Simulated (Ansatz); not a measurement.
# Ca2Si (model cell, started as cuprite): following an unstable mode, part 3 of 3

Aim: this structure of Ca2Si (model cell, started as cuprite) is to be tested for unstable modes, and one is followed downhill.

Ansatz 0.2.0; DFT PBEsol, scalar-relativistic, plane waves, PAW.

So far. Step 4 (The mode frozen in, largest atomic shift 0.6 Å): The run ends at a pressure of -2.77 GPa, with forces up to 0.22 eV/Å. Step 5 (Energy along the mode, all amplitudes (two of the runs …): The lowest of the steps tried is the last one, at 0.6 Å, 131 meV/atom below the parent; the bottom of the well need not coincide with a step. The relaxed cell has a = 6.604, c = 4.715 Å (conventional setting).

The structure was built from a prototype and need not be the compound's stable phase.

## Step 7: The new phase in its own primitive cell (continued)

The steps of the relaxation:

```
step  energy less that of the first step (eV)  largest force component (eV/Å)  pressure (GPa)  volume (Å³)
   1                                   0.0000                          0.0033            0.00       205.59
   2                                  -0.0001                          0.0020            0.01       205.59
   3                                  -0.0001                          0.0007            0.00       205.63
  4*                                  -0.0001                          0.0007            0.00       205.63
```

Relaxation steps marked * repeat the geometry before them on a plane-wave basis chosen anew for their cell, so energy and pressure can jump there.

Forces are held to the 16 operations that the run works with; a distortion that breaks them can't arise in this run.

```
conventional cell, symmetrised  before  after  change
                         a (Å)   6.600  6.604  +0.1 %
                         b (Å)   6.600  6.604  +0.1 %
                         c (Å)   4.720  4.715  -0.1 %
              volume (Å³/atom)   34.27  34.27  +0.0 %
```

The relaxed structure:

```cif
data_structure
_symmetry_space_group_name_H-M 'P 1'
_symmetry_Int_Tables_number 1
_cell_length_a 6.6043
_cell_length_b 6.6043
_cell_length_c 4.7145
_cell_angle_alpha 90.000
_cell_angle_beta 90.000
_cell_angle_gamma 90.000
_cell_volume 205.63
loop_
_atom_site_label
_atom_site_type_symbol
_atom_site_fract_x
_atom_site_fract_y
_atom_site_fract_z
_atom_site_occupancy
Si1 Si 0.00000 0.00000 0.00000 1
Si2 Si 0.50000 0.50000 0.50000 1
Ca3 Ca 0.31067 0.31067 0.00000 1
Ca4 Ca 0.81067 0.18933 0.50000 1
Ca5 Ca 0.18933 0.81067 0.50000 1
Ca6 Ca 0.68933 0.68933 0.00000 1
```

This step gave:

| Quantity | Value |
| --- | --- |
| pressure | 9.81e-4 GPa |
| gap on the k-mesh | 0 eV |

The largest force component left is 0.72 meV/Å and the pressure is 0.001 GPa, within the tolerances set. The cell now holds 34.27 Å³/atom.

## Step 8: Modes of the new phase, k-mesh 6×6×8

A relaxed structure may still be a saddle point, so its zone-centre modes are computed. No field response is asked, since the mesh shows no gap.

Input file input.yaml:

```yaml
crystal:
  lattice:
    - [6.6043353661, 0.0, 0.0]
    - [0.0, 6.6043353661, 0.0]
    - [0.0, 0.0, 4.7145101786]
  atoms:
    - { symbol: Si, position: [0.0, 0.0, 0.0] }
    - { symbol: Si, position: [0.5, 0.5, 0.5] }
    - { symbol: Ca, position: [0.3106691848, 0.3106691848, 0.0] }
    - { symbol: Ca, position: [0.8106691848, 0.1893308152, 0.5] }
    - { symbol: Ca, position: [0.1893308152, 0.8106691848, 0.5] }
    - { symbol: Ca, position: [0.6893308152, 0.6893308152, 0.0] }
kpoints:
  mp_grid: { grid: [6, 6, 8] }
hamiltonian:
  xc: pbesol
scf:
  occupations: { method: methfessel_paxton, width: 0.15 }
output:
  eigenvalues: true
phonons:
  method: dfpt
```

Command:

```
$ ansatz run input.yaml --threads 8 --pin off --max-ram 14336MiB --backend cpu --events-out ev --progress --plain --runs-dir out
```

Numbers of over 12 decimals in the logs are rounded to 6 here.

The log of the run:

```text
zone centre: on kpoints.mp_grid the ground state, and the responses unless they are solved on pairs of k-points, stand on 100 of the mesh's 288 k-points, reduced under 2 symmetry operations, with k and −k counted as one. Each operation leaves every solved displacement unchanged or reverses it
[...]
Crystal: 6 atoms, lattice volume = 205.634 Å³
Basis set: ecut = 420 eV, 4023 PW (Γ), exchange–correlation on 96×96×64 points (8 copies of the dense FFT grid, shifted against one another)
Bands: 30, of which v1, the nominal top of the filled ones, is band 24 counted from 1 (23 counted from 0)
Symmetry: 16 space group operations
k-points: 100 of 288 (irreducible under 2 space group operations, time reversal used)
[...]
SCF iter   1: F=—  HF=-8419.628629 eV  |F-HF|=—  |Δ(HF+E_count)|=         —  Δρ=3.31e-3  dr2=4.54e-2  ethr=1.77e-3  ⟨swp⟩=9.0  Hψ=15227  notcnv=0
[...]
SCF iter  11: F=-8419.618728 eV  HF=-8419.618728 eV  |F-HF|=0.00e0  |Δ(HF+E_count)|=  7.28e-12  S|Δr|=    0.00e0  Δρ=1.92e-8  dr2=1.01e-12  ethr=1.00e-12  ⟨swp⟩=9.9  Hψ=14287  notcnv=0
SCF 1 converged in 11 iterations: F = -8419.618728 eV  dr2 = 1.01e-12
[...]
SCF converged after 11 iterations
[...]
Free energy (F): -8419.618728 eV
[...]
Internal energy: -8419.620281 eV  (E = F + TS)
E sigma→0 (E₀):  -8419.619116 eV
Entropy (-TS):   0.001553 eV (0.259 meV/atom)
Fermi energy:    4.591010 eV
[...]
--- Band table (eV; the first three rows and the last of 100) ---
  k-point 0: bands = [... 20 lower, 3.8943, 4.2563, 4.3045, 4.3045, 4.6483, 4.9048, 5.5147, 7.0360, ... 2 higher]
  k-point 1: bands = [... 20 lower, 3.5413, 4.2201, 4.3101, 4.3101, 4.5654, 4.9422, 5.7807, 6.8026, ... 2 higher]
  k-point 2: bands = [... 20 lower, 3.1921, 3.5418, 4.3069, 4.3069, 4.9667, 5.0574, 6.0676, 6.3679, ... 2 higher]
  k-point 99: bands = [... 20 lower, 3.3014, 3.3014, 3.7817, 3.7817, 5.8268, 5.8268, 6.3836, 6.3836, ... 2 higher]
[...]
ASR residual: 2.441e-5 → 0.000e0 eV/Å²; symmetrization residual: 7.048e-6 eV/Å²
  ASR residual per site (eV/Å²): 2.44e-5 2.44e-5 9.17e-6 9.17e-6 9.17e-6 9.17e-6
[...]
```

Wall time 39 s (8 threads of Arm Neoverse V2, shared host); peak memory 2.3 GiB.

This step gave:

- sum-rule residual before enforcement: 2.44e-5 eV/Å²
- point group: 4/mmm
- highest optical mode at the zone centre (no LO-TO term): 267.7 cm⁻¹
- lowest optical zone-centre mode: -30.29 cm⁻¹

Patterns of degenerate modes are one choice out of their space. The modes at Γ (shares of kinetic energy by element, %) (negative means imaginary):

```
mode  frequency (cm⁻¹)  symmetry  Si %  Ca %
   1             -30.3       B1g     0   100
   2               0.0  acoustic    26    74
   3               0.0  acoustic    26    74
   4               0.0  acoustic    26    74
   5              85.8        Eu    22    78
   6              85.8        Eu    22    78
   7             109.2       B1u    28    72
   8             123.3       A2g     0   100
   9             158.9        Eg     0   100
  10             158.9        Eg     0   100
  11             208.5       A1g     0   100
  12             212.5        Eu    83    17
  13             212.5        Eu    83    17
  14             238.9       B2g     0   100
  15             259.7       B1u    72    28
  16             263.4        Eu    69    31
  17             263.4        Eu    69    31
  18             267.7       A2u    74    26
```

Displacements in mode 1 (-30.3 cm⁻¹), the largest set to 1:
```
Si1  0.00  0.00  0.00
Si2  0.00  0.00  0.00
Ca3  1.00 -1.00  0.00
Ca4  1.00  1.00  0.00
Ca5 -1.00 -1.00  0.00
Ca6 -1.00  1.00  0.00
```

Displacements in mode 15 (259.7 cm⁻¹), the largest set to 1:
```
Si1  0.00  0.00 -1.00
Si2  0.00  0.00  1.00
Ca3  0.00  0.00 -0.37
Ca4  0.00  0.00  0.37
Ca5  0.00  0.00  0.37
Ca6  0.00  0.00 -0.37
```

Before it was imposed, the acoustic sum rule was missed by 2.4e-5 eV/Å². Small misses are needed for a sound result but don't prove that mesh and cutoff are converged. The lowest optical mode is imaginary, 30.3i cm⁻¹, so the energy falls along it.

## Step 9: Results

```yaml
unstable_mode_of_the_parent: q = (0, 0, 0), 126i cm⁻¹
depth_at_the_lowest_point_sampled: 131 meV/atom
largest_atomic_shift_at_that_point: 0.6 Å
space_group_reached_within_0p01_a: P4_2/mnm
energy_gained_over_the_parent_first_relaxation_on_the_mesh_of_the_frozen_mode: 576 meV/atom
volume_per_atom_phase_reached: 34.3 Å³
lowest_optical_zone_centre_mode_phase_reached: -30.3 cm⁻¹
highest_optical_mode_at_the_zone_centre_no_lo_to_term_phase_reached: 268 cm⁻¹
```

In words: Along this mode the structure falls into P4_2/mnm, 576 meV/atom below the parent. At the parent's cell the well is 131.4 meV/atom deep on the steps tried, with its lowest point at a shift of 0.6 Å. That is the last step tried, so the steps alone don't bracket the bottom of the well. Relaxing atoms and cell changes the gain by +444.17 meV/atom against the lowest step (energies at zero smearing). Most of the total comes from this relaxation. The new phase still has an imaginary mode at the zone centre of its cell, so it is a saddle point on the way to a lower structure. Of the 3 patterns followed to their end from this parent, this one ends 101 meV/atom above the lowest, P4/nmm. Each path keeps the symmetry of its pattern, so a lower phase may lie along a pattern not tried. With no gap, or one that is small against the smearing, the frequencies hang on the k mesh and the smearing, most of all near Kohn anomalies. The starting cell was built on a prototype and not taken from a measurement, so the phase need not exist.

[Logs are printed without paths, hosts, clocks, repeated set-up lines and the standing remarks that a program may print on its own settings, such as how far it seeks lower states.]

[Hosts, paths, dates, database ids (printed as entryN), source tags and the programs' standing remarks are cut or masked in the printed files.]
